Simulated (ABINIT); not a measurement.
# SiO2 (P4_32_12): a self-consistent loop beyond G0W0, cycle by cycle, part 2 of 3

Wanted: G0W0 and self-consistent gaps of SiO2 (P4_32_12), with the cost of the cycles.

ABINIT 10.8.3; LDA and many-body steps on it, plane waves. Known limits of the many-body steps: not at the basis limit; coarse k mesh.

So far. Step 4 (G0W0): The gap on the mesh goes from 5.52 eV to 8.43 eV, a correction of +2.91 eV. Step 5 (evGW0, cycle 1): Against G0W0 in ABINIT (2×2×2 mesh, 247 bands, screening to 106.1 eV, Godby-Needs plasmon pole), the gap moves by +0.531 eV. This first cycle still uses the starting levels; it takes the full correction, at all points of the mesh, and its linearised value is 8.431 eV.

**6. evGW0, cycle 2**

Level of this step: evGW0 on LDA, plane waves, norm-conserving pseudopotentials (ABINIT).

The corrected levels of the last cycle go back in.

Input file run.abi:

```
acell 3*1.0 Angstrom
rprim 
  4.932900000000 0.000000000000 0.000000000000
  0.000000000000 4.932900000000 0.000000000000
  0.000000000000 0.000000000000 6.464500000000
ntypat 2
znucl 14 8
natom 12
typat 1 1 1 1 2 2 2 2 2 2 2 2
xred 
  0.817705000000 0.817705000000 0.500000000000
  0.682295000000 0.317705000000 0.250000000000
  0.182295000000 0.182295000000 0.000000000000
  0.317705000000 0.682295000000 0.750000000000
  0.268340000000 0.364570000000 0.801930000000
  0.135430000000 0.768340000000 0.551930000000
  0.731660000000 0.635430000000 0.301930000000
  0.864570000000 0.231660000000 0.051930000000
  0.768340000000 0.135430000000 0.448070000000
  0.635430000000 0.731660000000 0.698070000000
  0.231660000000 0.864570000000 0.948070000000
  0.364570000000 0.268340000000 0.198070000000
pp_dirpath "pseudos"
pseudos "Si.upf, O.upf"
ecut 36
ngkpt 2 2 2
nshiftk 1
shiftk 0 0 0
kptopt 1
chksymbreak 0
istwfk *1
occopt 1
irdwfk 1
optdriver 4
nband 247
gwcalctyp 10
ecutsigx 36
symsigma 1
nkptgw 6
kptgw 
  0.0000000000 0.0000000000 0.0000000000
  0.5000000000 0.0000000000 0.0000000000
  0.5000000000 0.5000000000 0.0000000000
  0.0000000000 0.0000000000 0.5000000000
  0.5000000000 0.0000000000 0.5000000000
  0.5000000000 0.5000000000 0.5000000000
bdgw 
  9 44
  9 44
  9 44
  9 44
  9 44
  9 44
ecuteps 3.9
irdscr 1
ppmodel 1
irdqps 1
indata_prefix "in"
outdata_prefix "out"
tmpdata_prefix "tmp"
```

The run is started by

```console
$ OMP_NUM_THREADS=1 mpirun -n 4 abinit run.abi > log
```

What it wrote:

```text
.Version 10.8.3 of ABINIT. v10.8.2 released Aug 2026.

 Symmetries : space group P4_3 2_1 2 (# 96); Bravais tP (primitive tetrag.)
[... echo of the input left out ...]
== DATASET  1 ==================================================================
-   mpi_nproc: 4, omp_nthreads: 1 (-1 if OMP is not activated)

--- !DatasetInfo
iteration_state: {dtset: 1, }
dimensions: {natom: 12, nkpt: 6, mband: 247, nsppol: 1, nspinor: 1, nspden: 1, mpw: 10976, }
cutoff_energies: {ecut:  36.0, pawecutdg:  -1.0, }
[...]
.  kptgw no:  4; Maximum DeltaE = (  -0.119  -0.000) for band index: 34
.  kptgw no:  5; Maximum DeltaE = (  -0.151   0.000) for band index: 35
.  kptgw no:  6; Maximum DeltaE = (  -0.165  -0.000) for band index: 33

== END DATASET(S) ==============================================================
================================================================================

 -outvars: echo values of variables after computation  --------
           etotal      0.0000000000E+00
            nband         247
             nkpt           6
          spgroup          96
 [... the other variables as echoed above ...]

 Calculation completed.
```

Wall time 9.1 min (4 MPI ranks of Arm Neoverse V2, shared host); peak memory 4.4 GiB.

Numbers from this step:

| Property | Result |
| --- | --- |
| quasiparticle gap on the mesh | 8.84 eV |
| gap of the density functional on the mesh | 5.522 eV |
| k of the valence top | 0, 0, 0 |
| k of the conduction bottom | 0, 0, 0 |
| least direct quasiparticle gap on the computed points | 8.84 eV |

Against the cycle before, the gap moves by −0.122 eV.

**7. evGW0, cycle 3**

run.abi is that of step 6.

What it wrote:

```text
.Version 10.8.3 of ABINIT. v10.8.2 released Aug 2026.

 Symmetries : space group P4_3 2_1 2 (# 96); Bravais tP (primitive tetrag.)
[... echo of the input left out ...]
== DATASET  1 ==================================================================
-   mpi_nproc: 4, omp_nthreads: 1 (-1 if OMP is not activated)

--- !DatasetInfo
iteration_state: {dtset: 1, }
dimensions: {natom: 12, nkpt: 6, mband: 247, nsppol: 1, nspinor: 1, nspden: 1, mpw: 10976, }
cutoff_energies: {ecut:  36.0, pawecutdg:  -1.0, }
[...]
.  kptgw no:  4; Maximum DeltaE = (   0.006  -0.000) for band index: 34
.  kptgw no:  5; Maximum DeltaE = (   0.011   0.000) for band index: 36
.  kptgw no:  6; Maximum DeltaE = (   0.013   0.000) for band index: 33

== END DATASET(S) ==============================================================
================================================================================

 -outvars: echo values of variables after computation  --------
           etotal      0.0000000000E+00
            nband         247
             nkpt           6
          spgroup          96
 [... the other variables as echoed above ...]

 Calculation completed.
```

Elapsed: 9.1 min, on 4 MPI ranks; peak memory 4.4 GiB; 37 min of CPU time.

Numbers from this step:

* quasiparticle gap on the mesh: 8.838 eV
* gap of the density functional on the mesh: 5.522 eV
* k of the valence top: 0, 0, 0
* k of the conduction bottom: 0, 0, 0
* least direct quasiparticle gap on the computed points: 8.838 eV

Against the cycle before, the gap moves by −0.002 eV.

**8. Screening, 2×2×2 mesh, 247 bands, screening to 106.1 eV**

This step: RPA screening on LDA, plane waves, norm-conserving pseudopotentials.

run.abi, as its differences from that of step 7:

```diff
@@ -33,26 +33,13 @@
 irdwfk 1
-optdriver 4
+optdriver 3
 nband 247
+ecuteps 3.9
+inclvkb 2
+awtr 1
+symchi 1
 gwcalctyp 10
-ecutsigx 36
-symsigma 1
-nkptgw 6
-kptgw 
-  0.0000000000 0.0000000000 0.0000000000
-  0.5000000000 0.0000000000 0.0000000000
-  0.5000000000 0.5000000000 0.0000000000
-  0.0000000000 0.0000000000 0.5000000000
-  0.5000000000 0.0000000000 0.5000000000
-  0.5000000000 0.5000000000 0.5000000000
-bdgw 
-  9 44
-  9 44
-  9 44
-  9 44
-  9 44
-  9 44
-ecuteps 3.9
-irdscr 1
-ppmodel 1
-irdqps 1
+mbpt_sciss 3.658 eV
+nqptdm 1
+qptdm 
+  0 0 0
 indata_prefix "in"
```

What it wrote:

```text
.Version 10.8.3 of ABINIT. v10.8.2 released Aug 2026.

 Symmetries : space group P4_3 2_1 2 (# 96); Bravais tP (primitive tetrag.)
[... echo of the input left out ...]
== DATASET  1 ==================================================================
-   mpi_nproc: 4, omp_nthreads: 1 (-1 if OMP is not activated)

--- !DatasetInfo
iteration_state: {dtset: 1, }
dimensions: {natom: 12, nkpt: 6, mband: 247, nsppol: 1, nspinor: 1, nspden: 1, mpw: 10976, }
cutoff_energies: {ecut:  36.0, pawecutdg:  -1.0, }
electrons: {nelect:   6.40000000E+01, charge:   0.00000000E+00, occopt:   1.00000000E+00, tsmear:   1.00000000E-02, }

 SCREENING: Calculation of the susceptibility and dielectric matrices

 Based on a program developped by R.W. Godby, V. Olevano, G. Onida, and L. Reining.
 Incorporated in ABINIT by V. Olevano, G.-M. Rignanese, and M. Torrent.
.Using double precision arithmetic ; gwpc =  8

[... cell and pseudopotentials left out ...]
--------------------------------------------------------------------------------

 ==== K-mesh for the wavefunctions ====
 Number of points in the irreducible wedge :     6
[... list of points left out ...]
 Together with  8 symmetry operations and time-reversal symmetry
 yields     8 points in the full Brillouin Zone.

 ==== Q-mesh for the screening function ====
 Number of points in the irreducible wedge :     6
[... list of points left out ...]
 Together with  8 symmetry operations and time-reversal symmetry
 yields     8 points in the full Brillouin Zone.

 setmesh: FFT mesh size selected  =    40x   40x   48
          total number of points  =        76800

 vcoul_init : cutoff-mode = AUXILIARY_FUNCTION
 q-points for optical limit:   1
     1)      0.000010    0.000020    0.000030

 Dielectric matrix will be calculated only for some
 selected q points provided by the user through the input variables
 nqptdm and qptdm

- screening: taking advantage of time-reversal symmetry
- Maximum band index for partially occupied states nbvw = 32
- Remaining bands to be divided among processors   nbcw = 215
- Number of bands treated by each node ~53

 rdqps: reading QP wavefunctions of the previous step
        looking for file in_QPS
 file not found, 1st iteration initialized with KS eigenelements

 screening : performing a first self-consistency
 update of the energies in W by a scissor operator
 applying a scissor operator of [eV] :   3.658

 Number of electrons calculated from density =   64.0000; Expected =   64.0000
 average of density, n =  0.060290
 r_s =    1.5821
 omega_plasma =   23.6852 [eV]

 calculating chi0 at frequencies [eV] :
  1    0.000000E+00    0.000000E+00
  2    0.000000E+00    2.368522E+01

--------------------------------------------------------------------------------
  q-point number  1        q = ( 0.000000, 0.000000, 0.000000) [r.l.u.]
--------------------------------------------------------------------------------
[... chi0 elements left out ...]
 For q-point:  0.000010 0.000020 0.000030
  dielectric constant =   2.0736
  dielectric constant without local fields =   2.2288

  Average fulfillment of the sum rule on Im[epsilon] for q-point    1 :     74.16  [%]
[... wings left out ...]
== END DATASET(S) ==============================================================
================================================================================

 -outvars: echo values of variables after computation  --------
           etotal      0.0000000000E+00
            nband         247
             nkpt           6
          spgroup          96
 [... the other variables as echoed above ...]

 Calculation completed.
```

Run time: 2.4 min. Hardware: 4 MPI ranks; peak memory 3.6 GiB; 9.5 min of CPU time.

Numbers from this step:

* ε∞ with local fields, on this mesh, along the program's q direction: 2.074
* the same without local fields: 2.229
* plasma frequency: 23.69 eV
* plane waves in the screening matrix: 379

This screening uses the functional's bands under a rigid shift, the mean opening of the cycle before.

**9. Screening, 2×2×2 mesh, 247 bands, screening to 106.1 eV**

This step: RPA screening on LDA from quasiparticle energies, plane waves, norm-conserving pseudopotentials.

run.abi, as its differences from that of step 8:

```diff
@@ -39,7 +39,11 @@
 symchi 1
+irdqps 1
 gwcalctyp 10
-mbpt_sciss 3.658 eV
-nqptdm 1
+nqptdm 5
 qptdm 
-  0 0 0
+  0.5000000000 0.0000000000 0.0000000000
+  0.5000000000 0.5000000000 0.0000000000
+  0.0000000000 0.0000000000 0.5000000000
+  0.5000000000 0.0000000000 0.5000000000
+  0.5000000000 0.5000000000 0.5000000000
 indata_prefix "in"
```

Input file mrgscr.stdin:

```
2
merged
q0_SCR
out_SCR
1
```

The run is started by

```console
$ OMP_NUM_THREADS=1 mpirun -n 4 abinit run.abi > log; mrgscr < mrgscr.stdin
```

What it wrote:

```text
.Version 10.8.3 of ABINIT. v10.8.2 released Aug 2026.

 Symmetries : space group P4_3 2_1 2 (# 96); Bravais tP (primitive tetrag.)
[... echo of the input left out ...]
== DATASET  1 ==================================================================
-   mpi_nproc: 4, omp_nthreads: 1 (-1 if OMP is not activated)

--- !DatasetInfo
iteration_state: {dtset: 1, }
dimensions: {natom: 12, nkpt: 6, mband: 247, nsppol: 1, nspinor: 1, nspden: 1, mpw: 10976, }
cutoff_energies: {ecut:  36.0, pawecutdg:  -1.0, }
[...]
q-point number  1        q = ( 0.500000, 0.000000, 0.000000) [r.l.u.]
--------------------------------------------------------------------------------
[... chi0 elements left out ...]
  Average fulfillment of the sum rule on Im[epsilon] for q-point    2 :     75.92  [%]

--------------------------------------------------------------------------------
  q-point number  2        q = ( 0.500000, 0.500000, 0.000000) [r.l.u.]
--------------------------------------------------------------------------------
[... chi0 elements left out ...]
  Average fulfillment of the sum rule on Im[epsilon] for q-point    3 :     74.30  [%]

 [... 3 further q-points ...]
```

Elapsed: 57 s, on 4 MPI ranks; peak memory 3 GiB; 3.8 min of CPU time.

This step gave:

* plasma frequency: 23.69 eV
* plane waves in the screening matrix: 379

This screening reads the quasiparticle levels of the cycle before.

**10. evGW, cycle 1**

This step: evGW on LDA, plane waves, norm-conserving pseudopotentials.

run.abi, as its differences from that of step 9:

```diff
@@ -33,12 +33,10 @@
 irdwfk 1
-optdriver 3
+optdriver 4
 nband 247
-ecuteps 3.9
-inclvkb 2
-awtr 1
-symchi 1
-irdqps 1
 gwcalctyp 10
-nqptdm 5
-qptdm 
+ecutsigx 36
+symsigma 1
+nkptgw 6
+kptgw 
+  0.0000000000 0.0000000000 0.0000000000
   0.5000000000 0.0000000000 0.0000000000
@@ -48,2 +46,13 @@
   0.5000000000 0.5000000000 0.5000000000
+bdgw 
+  9 44
+  9 44
+  9 44
+  9 44
+  9 44
+  9 44
+ecuteps 3.9
+irdscr 1
+ppmodel 1
+irdqps 1
 indata_prefix "in"
```

The run is started by

```console
$ OMP_NUM_THREADS=1 mpirun -n 4 abinit run.abi > log
```

What it wrote:

```text
.Version 10.8.3 of ABINIT. v10.8.2 released Aug 2026.

 Symmetries : space group P4_3 2_1 2 (# 96); Bravais tP (primitive tetrag.)
[... echo of the input left out ...]
== DATASET  1 ==================================================================
-   mpi_nproc: 4, omp_nthreads: 1 (-1 if OMP is not activated)

--- !DatasetInfo
iteration_state: {dtset: 1, }
dimensions: {natom: 12, nkpt: 6, mband: 247, nsppol: 1, nspinor: 1, nspden: 1, mpw: 10976, }
cutoff_energies: {ecut:  36.0, pawecutdg:  -1.0, }
[...]
.  kptgw no:  4; Maximum DeltaE = (   0.243   0.000) for band index:  1
.  kptgw no:  5; Maximum DeltaE = (   0.267  -0.000) for band index:  1
.  kptgw no:  6; Maximum DeltaE = (   0.251  -0.000) for band index:  1

== END DATASET(S) ==============================================================
================================================================================

 -outvars: echo values of variables after computation  --------
           etotal      0.0000000000E+00
            nband         247
             nkpt           6
          spgroup          96
 [... the other variables as echoed above ...]

 Calculation completed.
```

It took 9.3 min on 4 MPI ranks; peak memory 4.4 GiB.

Numbers from this step:

| Item | Value |
| --- | --- |
| quasiparticle gap on the mesh | 9.431 eV |
| gap of the density functional on the mesh | 5.522 eV |
| k of the valence top | 0, 0, 0 |
| k of the conduction bottom | 0, 0, 0 |
| least direct quasiparticle gap on the computed points | 9.431 eV |

Against G0W0 in ABINIT (2×2×2 mesh, 247 bands, screening to 106.1 eV, Godby-Needs plasmon pole), the gap moves by +1.000 eV.

**11. Screening, 2×2×2 mesh, 247 bands, screening to 106.1 eV**

This step: RPA screening on LDA, plane waves, norm-conserving pseudopotentials.

run.abi, as its differences from that of step 10:

```diff
@@ -33,26 +33,13 @@
 irdwfk 1
-optdriver 4
+optdriver 3
 nband 247
+ecuteps 3.9
+inclvkb 2
+awtr 1
+symchi 1
 gwcalctyp 10
-ecutsigx 36
-symsigma 1
-nkptgw 6
-kptgw 
-  0.0000000000 0.0000000000 0.0000000000
-  0.5000000000 0.0000000000 0.0000000000
-  0.5000000000 0.5000000000 0.0000000000
-  0.0000000000 0.0000000000 0.5000000000
-  0.5000000000 0.0000000000 0.5000000000
-  0.5000000000 0.5000000000 0.5000000000
-bdgw 
-  9 44
-  9 44
-  9 44
-  9 44
-  9 44
-  9 44
-ecuteps 3.9
-irdscr 1
-ppmodel 1
-irdqps 1
+mbpt_sciss 4.284 eV
+nqptdm 1
+qptdm 
+  0 0 0
 indata_prefix "in"
```

What it wrote:

```text
.Version 10.8.3 of ABINIT. v10.8.2 released Aug 2026.

 Symmetries : space group P4_3 2_1 2 (# 96); Bravais tP (primitive tetrag.)
[... echo of the input left out ...]
== DATASET  1 ==================================================================
-   mpi_nproc: 4, omp_nthreads: 1 (-1 if OMP is not activated)

--- !DatasetInfo
iteration_state: {dtset: 1, }
dimensions: {natom: 12, nkpt: 6, mband: 247, nsppol: 1, nspinor: 1, nspden: 1, mpw: 10976, }
cutoff_energies: {ecut:  36.0, pawecutdg:  -1.0, }
[...]
[... chi0 elements left out ...]
 For q-point:  0.000010 0.000020 0.000030
  dielectric constant =   2.0383
  dielectric constant without local fields =   2.1859

  Average fulfillment of the sum rule on Im[epsilon] for q-point    1 :     75.58  [%]
[... wings left out ...]
== END DATASET(S) ==============================================================
================================================================================

 -outvars: echo values of variables after computation  --------
           etotal      0.0000000000E+00
            nband         247
             nkpt           6
          spgroup          96
 [... the other variables as echoed above ...]

 Calculation completed.
```

Wall time 2.4 min (4 MPI ranks); peak memory 3.6 GiB.

This step gave:

```yaml
eps_infinity_with_local_fields_on_this_mesh_along_the_program_s_q_direction: 2.038
the_same_without_local_fields: 2.186
plasma_frequency: 23.69 eV
plane_waves_in_the_screening_matrix: 379
```

This screening uses the functional's bands under a rigid shift, the mean opening of the cycle before.

**12. Screening, 2×2×2 mesh, 247 bands, screening to 106.1 eV**

This step: RPA screening on LDA from quasiparticle energies, plane waves, norm-conserving pseudopotentials.

run.abi, as its differences from that of step 11:

```diff
@@ -39,7 +39,11 @@
 symchi 1
+irdqps 1
 gwcalctyp 10
-mbpt_sciss 4.284 eV
-nqptdm 1
+nqptdm 5
 qptdm 
-  0 0 0
+  0.5000000000 0.0000000000 0.0000000000
+  0.5000000000 0.5000000000 0.0000000000
+  0.0000000000 0.0000000000 0.5000000000
+  0.5000000000 0.0000000000 0.5000000000
+  0.5000000000 0.5000000000 0.5000000000
 indata_prefix "in"
```

mrgscr.stdin is that of step 9.

The run is started by

```console
$ OMP_NUM_THREADS=1 mpirun -n 4 abinit run.abi > log; mrgscr < mrgscr.stdin
```

What it wrote:

```text
.Version 10.8.3 of ABINIT. v10.8.2 released Aug 2026.

 Symmetries : space group P4_3 2_1 2 (# 96); Bravais tP (primitive tetrag.)
[... echo of the input left out ...]
== DATASET  1 ==================================================================
-   mpi_nproc: 4, omp_nthreads: 1 (-1 if OMP is not activated)

--- !DatasetInfo
iteration_state: {dtset: 1, }
dimensions: {natom: 12, nkpt: 6, mband: 247, nsppol: 1, nspinor: 1, nspden: 1, mpw: 10976, }
cutoff_energies: {ecut:  36.0, pawecutdg:  -1.0, }
[...]
q-point number  1        q = ( 0.500000, 0.000000, 0.000000) [r.l.u.]
--------------------------------------------------------------------------------
[... chi0 elements left out ...]
  Average fulfillment of the sum rule on Im[epsilon] for q-point    2 :     77.10  [%]

--------------------------------------------------------------------------------
  q-point number  2        q = ( 0.500000, 0.500000, 0.000000) [r.l.u.]
--------------------------------------------------------------------------------
[... chi0 elements left out ...]
  Average fulfillment of the sum rule on Im[epsilon] for q-point    3 :     75.39  [%]

 [... 3 further q-points ...]
```

Wall time 61 s (4 MPI ranks); peak memory 3 GiB; 4 min of CPU time.

This step gave:

```yaml
plasma_frequency: 23.69 eV
plane_waves_in_the_screening_matrix: 379
```

This screening reads the quasiparticle levels of the cycle before.

**13. evGW, cycle 2**

This step: evGW on LDA, plane waves, norm-conserving pseudopotentials.

run.abi, as its differences from that of step 12:

```diff
@@ -33,12 +33,10 @@
 irdwfk 1
-optdriver 3
+optdriver 4
 nband 247
-ecuteps 3.9
-inclvkb 2
-awtr 1
-symchi 1
-irdqps 1
 gwcalctyp 10
-nqptdm 5
-qptdm 
+ecutsigx 36
+symsigma 1
+nkptgw 6
+kptgw 
+  0.0000000000 0.0000000000 0.0000000000
   0.5000000000 0.0000000000 0.0000000000
@@ -48,2 +46,13 @@
   0.5000000000 0.5000000000 0.5000000000
+bdgw 
+  9 44
+  9 44
+  9 44
+  9 44
+  9 44
+  9 44
+ecuteps 3.9
+irdscr 1
+ppmodel 1
+irdqps 1
 indata_prefix "in"
```

The run is started by

```console
$ OMP_NUM_THREADS=1 mpirun -n 4 abinit run.abi > log
```

What it wrote:

```text
.Version 10.8.3 of ABINIT. v10.8.2 released Aug 2026.

 Symmetries : space group P4_3 2_1 2 (# 96); Bravais tP (primitive tetrag.)
[... echo of the input left out ...]
== DATASET  1 ==================================================================
-   mpi_nproc: 4, omp_nthreads: 1 (-1 if OMP is not activated)

--- !DatasetInfo
iteration_state: {dtset: 1, }
dimensions: {natom: 12, nkpt: 6, mband: 247, nsppol: 1, nspinor: 1, nspden: 1, mpw: 10976, }
cutoff_energies: {ecut:  36.0, pawecutdg:  -1.0, }
[...]
.  kptgw no:  4; Maximum DeltaE = (   0.019  -0.000) for band index:  5
.  kptgw no:  5; Maximum DeltaE = (   0.018  -0.000) for band index:  5
.  kptgw no:  6; Maximum DeltaE = (   0.019   0.000) for band index:  5

== END DATASET(S) ==============================================================
================================================================================

 -outvars: echo values of variables after computation  --------
           etotal      0.0000000000E+00
            nband         247
             nkpt           6
          spgroup          96
 [... the other variables as echoed above ...]

 Calculation completed.
```

Elapsed: 9.3 min, on 4 MPI ranks; peak memory 4.4 GiB; 37 min of CPU time.

This step gave:

| Property | Result |
| --- | --- |
| quasiparticle gap on the mesh | 9.498 eV |
| gap of the density functional on the mesh | 5.522 eV |
| k of the valence top | 0, 0, 0 |
| k of the conduction bottom | 0, 0, 0 |
| least direct quasiparticle gap on the computed points | 9.498 eV |

Against the cycle before, the gap moves by +0.067 eV.

[end of part 2 of 3]

[Paths, hosts, dates, memory and timing lines, banners, echoed tables and standing remarks are left out of the program output.]

[Logs are printed without paths, hosts, clocks, repeated set-up lines and the standing remarks that a program may print on its own settings, such as how far it seeks lower states.]

[Runs of the session that timed out or met a known fault of the program may be left out.]

[Hosts, paths, dates, database ids (printed as entryN), source tags and the programs' standing remarks are cut or masked in the printed files.]

[G0W0 gaps are taken among the corrected bands and points alone; a level outside them can change the order at an edge.]

[Where Ansatz stands beside ABINIT at settings called matched, ABINIT's density can come from a denser mesh and the files from another edition; pairs whose starting gaps differed by over 0.03 eV were left out, so agreement reads better than it is.]
